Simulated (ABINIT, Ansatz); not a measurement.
# CsCdH3 (Pm-3m): zone-centre phonons, part 3 of 4

Aim: the zone-centre modes of CsCdH3 (Pm-3m).

ABINIT 10.8.3; DFT PBEsol, scalar-relativistic, plane waves, PseudoDojo norm-conserving pseudopotentials.

So far. Step 3 (Ground state): The cell stands at -0.23 GPa: the relaxation ran with a smoothed and higher cutoff, and the difference is a stress of the finite basis. Step 4 (Zone-centre response): The acoustic modes at Γ come out as far as 4.9 cm⁻¹ from zero, where they should vanish, a small numerical error. The relaxed cell has a = 4.233 Å (conventional setting).

The structure was built from a prototype and need not be the compound's stable phase.

## (5) Modes with the sum rule

anaddb reads the merged derivatives and imposes the acoustic sum rule.

Contents of anaddb.abi:

```
ddb_filepath "gamma_DDB"
output_file "anaddb.abo"
outdata_prefix "anaddb"
asr 1
chneut 1
enunit 2
eivec 1
nph1l 1
qph1l 0.0 0.0 0.0 1.0
```

Contents of mrgddb.in:

```
gamma_DDB
merged
2
dfpt_gammao_DDB
gso_DDB
```

Command:

```sh
mrgddb < mrgddb.in > mrgddb.log
OMP_NUM_THREADS=1 anaddb anaddb.abi > anaddb.log
```

anaddb.abo, the main output file:

```text
-outvars_anaddb: echo values of input variables ----------------------

 Miscellaneous information :
      enunit         2
       eivec         1
         asr         1
 First list of wavevector (reduced coord.) :
       nph1l         1
       qph1l
                     0.00000000E+00  0.00000000E+00  0.00000000E+00    1.000E+00

================================================================================

 read the DDB information and perform some checks

  ==== Info on the Cryst% object ====
 Real(R)+Recip(G) space primitive vectors, cartesian coordinates (Bohr,Bohr^-1):
 R(1)=  7.9986183  0.0000000  0.0000000  G(1)=  0.1250216  0.0000000  0.0000000
 R(2)=  0.0000000  7.9986183  0.0000000  G(2)=  0.0000000  0.1250216  0.0000000
 R(3)=  0.0000000  0.0000000  7.9986183  G(3)=  0.0000000  0.0000000  0.1250216
 Unit cell volume ucvol=  5.1173475E+02 bohr^3
 Angles (23,13,12)=  9.00000000E+01  9.00000000E+01  9.00000000E+01 degrees
 Time-reversal symmetry is present
 Reduced atomic positions [iatom, xred, symbol]:
    1)    0.0000000  0.0000000  0.0000000  Cs
    2)    0.5000000  0.5000000  0.5000000  Cd
    3)    0.5000000  0.5000000  0.0000000   H
    4)    0.5000000  0.0000000  0.5000000   H
    5)    0.0000000  0.5000000  0.5000000   H

 DDB file with 3 blocks has been read.

================================================================================

 Treat the first list of vectors

  Phonon wavevector (reduced coordinates) :  0.00000  0.00000  0.00000
 Phonon energies in Hartree :
   0.000000E+00  0.000000E+00  0.000000E+00  3.924382E-04  3.924382E-04
   3.924382E-04  2.240532E-03  2.240532E-03  2.240532E-03  3.038882E-03
   3.038882E-03  3.038882E-03  4.044954E-03  4.044954E-03  4.044954E-03
 Phonon energies in meV     :
-  0.000000E+00  0.000000E+00  0.000000E+00  1.067879E+01  1.067879E+01
-  1.067879E+01  6.096797E+01  6.096797E+01  6.096797E+01  8.269220E+01
-  8.269220E+01  8.269220E+01  1.100688E+02  1.100688E+02  1.100688E+02
 Phonon frequencies in cm-1    :
-  0.000000E+00  0.000000E+00  0.000000E+00  8.613023E+01  8.613023E+01
-  8.613023E+01  4.917399E+02  4.917399E+02  4.917399E+02  6.669576E+02
-  6.669576E+02  6.669576E+02  8.877648E+02  8.877648E+02  8.877648E+02
 Phonon frequencies in Thz     :
-  0.000000E+00  0.000000E+00  0.000000E+00  2.582119E+00  2.582119E+00
-  2.582119E+00  1.474199E+01  1.474199E+01  1.474199E+01  1.999488E+01
-  1.999488E+01  1.999488E+01  2.661452E+01  2.661452E+01  2.661452E+01
 Phonon energies in Kelvin  :
-  0.000000E+00  0.000000E+00  0.000000E+00  1.239222E+02  1.239222E+02
-  1.239222E+02  7.075040E+02  7.075040E+02  7.075040E+02  9.596031E+02
-  9.596031E+02  9.596031E+02  1.277296E+03  1.277296E+03  1.277296E+03

 Eigendisplacements
 (will be given, for each mode : in cartesian coordinates
   for each atom the real part of the displacement vector,
   then the imaginary part of the displacement vector - absolute values smaller than 1.0d-7 are set to zero)
  Mode number    1   Energy    0.000000E+00
 Attention : low frequency mode.
   (Could be unstable or acoustic mode)
-  1  0.00000000E+00  0.00000000E+00 -1.48626991E-03
-     0.00000000E+00  0.00000000E+00  0.00000000E+00
-  2  0.00000000E+00  0.00000000E+00 -1.48625998E-03
-     0.00000000E+00  0.00000000E+00  0.00000000E+00
-  3  0.00000000E+00  0.00000000E+00 -1.48627339E-03
-     0.00000000E+00  0.00000000E+00  0.00000000E+00
-  4  0.00000000E+00  0.00000000E+00 -1.48627652E-03
-     0.00000000E+00  0.00000000E+00  0.00000000E+00
-  5  0.00000000E+00  0.00000000E+00 -1.48627652E-03
-     0.00000000E+00  0.00000000E+00  0.00000000E+00
  Mode number    2   Energy    0.000000E+00
 Attention : low frequency mode.
   (Could be unstable or acoustic mode)
-  1  2.50653226E-07 -1.48626989E-03  0.00000000E+00
-     0.00000000E+00  0.00000000E+00  0.00000000E+00
-  2  2.50651551E-07 -1.48625996E-03  0.00000000E+00
-     0.00000000E+00  0.00000000E+00  0.00000000E+00
-  3  2.50654340E-07 -1.48627650E-03  0.00000000E+00
-     0.00000000E+00  0.00000000E+00  0.00000000E+00
-  4  2.50654340E-07 -1.48627337E-03  0.00000000E+00
-     0.00000000E+00  0.00000000E+00  0.00000000E+00
-  5  2.50653813E-07 -1.48627650E-03  0.00000000E+00
-     0.00000000E+00  0.00000000E+00  0.00000000E+00
  Mode number    3   Energy    0.000000E+00
 Attention : low frequency mode.
   (Could be unstable or acoustic mode)
-  1  1.48626989E-03  2.50653303E-07  0.00000000E+00
-     0.00000000E+00  0.00000000E+00  0.00000000E+00
-  2  1.48625996E-03  2.50651628E-07  0.00000000E+00
-     0.00000000E+00  0.00000000E+00  0.00000000E+00
-  3  1.48627650E-03  2.50654417E-07  0.00000000E+00
-     0.00000000E+00  0.00000000E+00  0.00000000E+00
-  4  1.48627650E-03  2.50653889E-07  0.00000000E+00
-     0.00000000E+00  0.00000000E+00  0.00000000E+00
-  5  1.48627337E-03  2.50654417E-07  0.00000000E+00
-     0.00000000E+00  0.00000000E+00  0.00000000E+00
  Mode number    4   Energy    3.924382E-04
-  1  0.00000000E+00  0.00000000E+00 -1.36216097E-03
-     0.00000000E+00  0.00000000E+00  0.00000000E+00
-  2  0.00000000E+00  0.00000000E+00  1.63315197E-03
-     0.00000000E+00  0.00000000E+00  0.00000000E+00
-  3  0.00000000E+00  0.00000000E+00 -9.38410107E-04
-     0.00000000E+00  0.00000000E+00  0.00000000E+00
-  4  0.00000000E+00  0.00000000E+00 -7.92982969E-04
-     0.00000000E+00  0.00000000E+00  0.00000000E+00
-  5  0.00000000E+00  0.00000000E+00 -7.92982969E-04
-     0.00000000E+00  0.00000000E+00  0.00000000E+00
  Mode number    5   Energy    3.924382E-04
-  1  0.00000000E+00 -1.36216097E-03  0.00000000E+00
-     0.00000000E+00  0.00000000E+00  0.00000000E+00
-  2  0.00000000E+00  1.63315197E-03  0.00000000E+00
-     0.00000000E+00  0.00000000E+00  0.00000000E+00
-  3  0.00000000E+00 -7.92982968E-04  0.00000000E+00
-     0.00000000E+00  0.00000000E+00  0.00000000E+00
-  4  0.00000000E+00 -9.38410107E-04  0.00000000E+00
-     0.00000000E+00  0.00000000E+00  0.00000000E+00
-  5  0.00000000E+00 -7.92982968E-04  0.00000000E+00
-     0.00000000E+00  0.00000000E+00  0.00000000E+00
  Mode number    6   Energy    3.924382E-04
-  1  1.36216097E-03  0.00000000E+00  0.00000000E+00
-     0.00000000E+00  0.00000000E+00  0.00000000E+00
-  2 -1.63315197E-03  0.00000000E+00  0.00000000E+00
-     0.00000000E+00  0.00000000E+00  0.00000000E+00
-  3  7.92982969E-04  0.00000000E+00  0.00000000E+00
-     0.00000000E+00  0.00000000E+00  0.00000000E+00
-  4  7.92982969E-04  0.00000000E+00  0.00000000E+00
-     0.00000000E+00  0.00000000E+00  0.00000000E+00
-  5  9.38410107E-04  0.00000000E+00  0.00000000E+00
-     0.00000000E+00  0.00000000E+00  0.00000000E+00
  Mode number    7   Energy    2.240532E-03
-  1  0.00000000E+00  0.00000000E+00  2.51177398E-04
-     0.00000000E+00  0.00000000E+00  0.00000000E+00
-  2  0.00000000E+00  0.00000000E+00  6.20118169E-05
-     0.00000000E+00  0.00000000E+00  0.00000000E+00
-  3 -4.48390367E-07 -3.45083859E-07 -1.42501090E-02
-     0.00000000E+00  0.00000000E+00  0.00000000E+00
-  4 -4.48390367E-07 -3.81415104E-07 -1.28927317E-02
-     0.00000000E+00  0.00000000E+00  0.00000000E+00
-  5 -4.95597965E-07 -3.45083859E-07 -1.28927317E-02
-     0.00000000E+00  0.00000000E+00  0.00000000E+00
  Mode number    8   Energy    2.240532E-03
-  1  0.00000000E+00 -2.51177398E-04  0.00000000E+00
-     0.00000000E+00  0.00000000E+00  0.00000000E+00
-  2  0.00000000E+00 -6.20118167E-05  0.00000000E+00
-     0.00000000E+00  0.00000000E+00  0.00000000E+00
-  3 -1.15233736E-06  1.28927316E-02 -3.81370807E-07
-     0.00000000E+00  0.00000000E+00  0.00000000E+00
-  4 -1.15233736E-06  1.42501089E-02 -3.45043781E-07
-     0.00000000E+00  0.00000000E+00  0.00000000E+00
-  5 -1.27365816E-06  1.28927316E-02 -3.45043781E-07
-     0.00000000E+00  0.00000000E+00  0.00000000E+00
  Mode number    9   Energy    2.240532E-03
-  1  2.51177398E-04  0.00000000E+00  0.00000000E+00
-     0.00000000E+00  0.00000000E+00  0.00000000E+00
-  2  6.20118167E-05  0.00000000E+00  0.00000000E+00
-     0.00000000E+00  0.00000000E+00  0.00000000E+00
-  3 -1.28927316E-02 -1.15232536E-06  4.95632054E-07
-     0.00000000E+00  0.00000000E+00  0.00000000E+00
-  4 -1.28927316E-02 -1.27364489E-06  4.48421208E-07
-     0.00000000E+00  0.00000000E+00  0.00000000E+00
-  5 -1.42501089E-02 -1.15232536E-06  4.48421208E-07
-     0.00000000E+00  0.00000000E+00  0.00000000E+00
  Mode number   10   Energy    3.038882E-03
-  1  0.00000000E+00  0.00000000E+00  0.00000000E+00
-     0.00000000E+00  0.00000000E+00  0.00000000E+00
-  2  0.00000000E+00  0.00000000E+00  0.00000000E+00
-     0.00000000E+00  0.00000000E+00  0.00000000E+00
-  3  0.00000000E+00  5.62793927E-07  0.00000000E+00
-     0.00000000E+00  0.00000000E+00  0.00000000E+00
-  4  0.00000000E+00  0.00000000E+00  1.64963404E-02
-     0.00000000E+00  0.00000000E+00  0.00000000E+00
-  5  0.00000000E+00 -5.62793927E-07 -1.64963404E-02
-     0.00000000E+00  0.00000000E+00  0.00000000E+00
  Mode number   11   Energy    3.038882E-03
-  1  0.00000000E+00  0.00000000E+00  0.00000000E+00
-     0.00000000E+00  0.00000000E+00  0.00000000E+00
-  2  0.00000000E+00  0.00000000E+00  0.00000000E+00
-     0.00000000E+00  0.00000000E+00  0.00000000E+00
-  3  1.07779478E-07 -1.64963404E-02  0.00000000E+00
-     0.00000000E+00  0.00000000E+00  0.00000000E+00
-  4 -1.07779478E-07  0.00000000E+00  5.62793927E-07
-     0.00000000E+00  0.00000000E+00  0.00000000E+00
-  5  0.00000000E+00  1.64963404E-02 -5.62793927E-07
-     0.00000000E+00  0.00000000E+00  0.00000000E+00
  Mode number   12   Energy    3.038882E-03
-  1  0.00000000E+00  0.00000000E+00  0.00000000E+00
-     0.00000000E+00  0.00000000E+00  0.00000000E+00
-  2  0.00000000E+00  0.00000000E+00  0.00000000E+00
-     0.00000000E+00  0.00000000E+00  0.00000000E+00
-  3  1.64963405E-02  1.07779478E-07  0.00000000E+00
-     0.00000000E+00  0.00000000E+00  0.00000000E+00
-  4 -1.64963405E-02  0.00000000E+00  0.00000000E+00
-     0.00000000E+00  0.00000000E+00  0.00000000E+00
-  5  0.00000000E+00 -1.07779478E-07  0.00000000E+00
-     0.00000000E+00  0.00000000E+00  0.00000000E+00
  Mode number   13   Energy    4.044954E-03
-  1  0.00000000E+00  0.00000000E+00  5.00534794E-06
-     0.00000000E+00  0.00000000E+00  0.00000000E+00
-  2  0.00000000E+00  0.00000000E+00  1.12713447E-05
-     0.00000000E+00  0.00000000E+00  0.00000000E+00
-  3  0.00000000E+00  0.00000000E+00  1.83875846E-02
-     0.00000000E+00  0.00000000E+00  0.00000000E+00
-  4  0.00000000E+00  0.00000000E+00 -1.01522844E-02
-     0.00000000E+00  0.00000000E+00  0.00000000E+00
-  5  0.00000000E+00  0.00000000E+00 -1.01522844E-02
-     0.00000000E+00  0.00000000E+00  0.00000000E+00
  Mode number   14   Energy    4.044954E-03
-  1  0.00000000E+00  5.00534794E-06  0.00000000E+00
-     0.00000000E+00  0.00000000E+00  0.00000000E+00
-  2  0.00000000E+00  1.12713447E-05  0.00000000E+00
-     0.00000000E+00  0.00000000E+00  0.00000000E+00
-  3 -1.83070072E-07 -1.01522844E-02  0.00000000E+00
-     0.00000000E+00  0.00000000E+00  0.00000000E+00
-  4 -1.83070072E-07  1.83875846E-02  0.00000000E+00
-     0.00000000E+00  0.00000000E+00  0.00000000E+00
-  5  3.31572317E-07 -1.01522844E-02  0.00000000E+00
-     0.00000000E+00  0.00000000E+00  0.00000000E+00
  Mode number   15   Energy    4.044954E-03
-  1  5.00534794E-06  0.00000000E+00  0.00000000E+00
-     0.00000000E+00  0.00000000E+00  0.00000000E+00
-  2  1.12713447E-05  0.00000000E+00  0.00000000E+00
-     0.00000000E+00  0.00000000E+00  0.00000000E+00
-  3 -1.01522844E-02  1.83070072E-07  0.00000000E+00
-     0.00000000E+00  0.00000000E+00  0.00000000E+00
-  4 -1.01522844E-02 -3.31572317E-07  0.00000000E+00
-     0.00000000E+00  0.00000000E+00  0.00000000E+00
-  5  1.83875846E-02  1.83070072E-07  0.00000000E+00
-     0.00000000E+00  0.00000000E+00  0.00000000E+00

 Analysis of degeneracies and characters (maximum tolerance=1.00E-06 a.u.)
 For each vibration mode, or group of modes if degenerate,
 the characters are given for each symmetry operation (see the list in the log file).
 Symmetry characters of vibration mode #   1
       degenerate with vibration modes #   2 to    3
  3.0 -3.0 -1.0  1.0 -1.0  1.0 -1.0  1.0  1.0 -1.0 -1.0  1.0  1.0 -1.0 -1.0  1.0
 -0.0  0.0 -0.0  0.0  0.0 -0.0  0.0 -0.0  1.0 -1.0 -1.0  1.0 -1.0  1.0  1.0 -1.0
 -0.0  0.0  0.0 -0.0  0.0 -0.0 -0.0  0.0  1.0 -1.0  1.0 -1.0 -1.0  1.0 -1.0  1.0
 Symmetry characters of vibration mode #   4
       degenerate with vibration modes #   5 to    6
  3.0 -3.0 -1.0  1.0 -1.0  1.0 -1.0  1.0  1.0 -1.0 -1.0  1.0  1.0 -1.0 -1.0  1.0
  0.0 -0.0  0.0 -0.0 -0.0  0.0 -0.0  0.0  1.0 -1.0 -1.0  1.0 -1.0  1.0  1.0 -1.0
  0.0 -0.0 -0.0  0.0 -0.0  0.0  0.0 -0.0  1.0 -1.0  1.0 -1.0 -1.0  1.0 -1.0  1.0
 Symmetry characters of vibration mode #   7
       degenerate with vibration modes #   8 to    9
  3.0 -3.0 -1.0  1.0 -1.0  1.0 -1.0  1.0  1.0 -1.0 -1.0  1.0  1.0 -1.0 -1.0  1.0
 -0.0  0.0 -0.0  0.0  0.0 -0.0  0.0 -0.0  1.0 -1.0 -1.0  1.0 -1.0  1.0  1.0 -1.0
 -0.0  0.0  0.0 -0.0  0.0 -0.0 -0.0  0.0  1.0 -1.0  1.0 -1.0 -1.0  1.0 -1.0  1.0
 Symmetry characters of vibration mode #  10
       degenerate with vibration modes #  11 to   12
  3.0 -3.0 -1.0  1.0 -1.0  1.0 -1.0  1.0 -1.0  1.0  1.0 -1.0 -1.0  1.0  1.0 -1.0
  0.0 -0.0 -0.0  0.0  0.0 -0.0  0.0 -0.0 -1.0  1.0  1.0 -1.0  1.0 -1.0 -1.0  1.0
  0.0 -0.0  0.0 -0.0  0.0 -0.0 -0.0  0.0 -1.0  1.0 -1.0  1.0  1.0 -1.0  1.0 -1.0
 Symmetry characters of vibration mode #  13
       degenerate with vibration modes #  14 to   15
  3.0 -3.0 -1.0  1.0 -1.0  1.0 -1.0  1.0  1.0 -1.0 -1.0  1.0  1.0 -1.0 -1.0  1.0
 -0.0  0.0 -0.0  0.0  0.0 -0.0  0.0 -0.0  1.0 -1.0 -1.0  1.0 -1.0  1.0  1.0 -1.0
 -0.0  0.0  0.0 -0.0  0.0 -0.0 -0.0  0.0  1.0 -1.0  1.0 -1.0 -1.0  1.0 -1.0  1.0
-
```

Run time: 0.71 s. Hardware: 1 thread of Intel Xeon at 2.70GHz, shared host.

Numbers from this step:

| Quantity | Value |
| --- | --- |
| lowest optical zone-centre mode | 86.13 cm⁻¹ |

No LO-TO term; unit eigenvectors of the mass-weighted matrix, from anaddb's displacements. The modes at Γ (shares of kinetic energy by element, %):

```
mode  frequency (cm⁻¹)  symmetry  Cs %  Cd %  H %
   1               0.0  acoustic    54    45    1
   2               0.0  acoustic    54    45    1
   3               0.0  acoustic    54    45    1
   4              86.1       T1u    45    55    0
   5              86.1       T1u    45    55    0
   6              86.1       T1u    45    55    0
   7             491.7       T1u     2     0   98
   8             491.7       T1u     2     0   98
   9             491.7       T1u     2     0   98
  10             667.0       T2u     0     0  100
  11             667.0       T2u     0     0  100
  12             667.0       T2u     0     0  100
  13             887.8       T1u     0     0  100
  14             887.8       T1u     0     0  100
  15             887.8       T1u     0     0  100
```

Displacements in mode 4 (86.1 cm⁻¹), the largest set to 1:
```
Cs1  0.00  0.00 -0.83
Cd2  0.00  0.00  1.00
H3   0.00  0.00 -0.57
H4   0.00  0.00 -0.49
H5   0.00  0.00 -0.49
```

Displacements in mode 7 (491.7 cm⁻¹), the largest set to 1:
```
Cs1  0.00  0.00  0.02
Cd2  0.00  0.00  0.00
H3   0.00  0.00 -1.00
H4   0.00  0.00 -0.90
H5   0.00  0.00 -0.90
```

The rule moves no optical mode by more than 0.2 cm⁻¹.

(Continued in part 4 of 4.)

[Host names and launcher messages were left out of these logs when they were recorded.]

[Logs are printed without paths, hosts, clocks, repeated set-up lines and the standing remarks that a program may print on its own settings, such as how far it seeks lower states.]

[Hosts, paths, dates, database ids (printed as entryN), source tags and the programs' standing remarks are cut or masked in the printed files.]
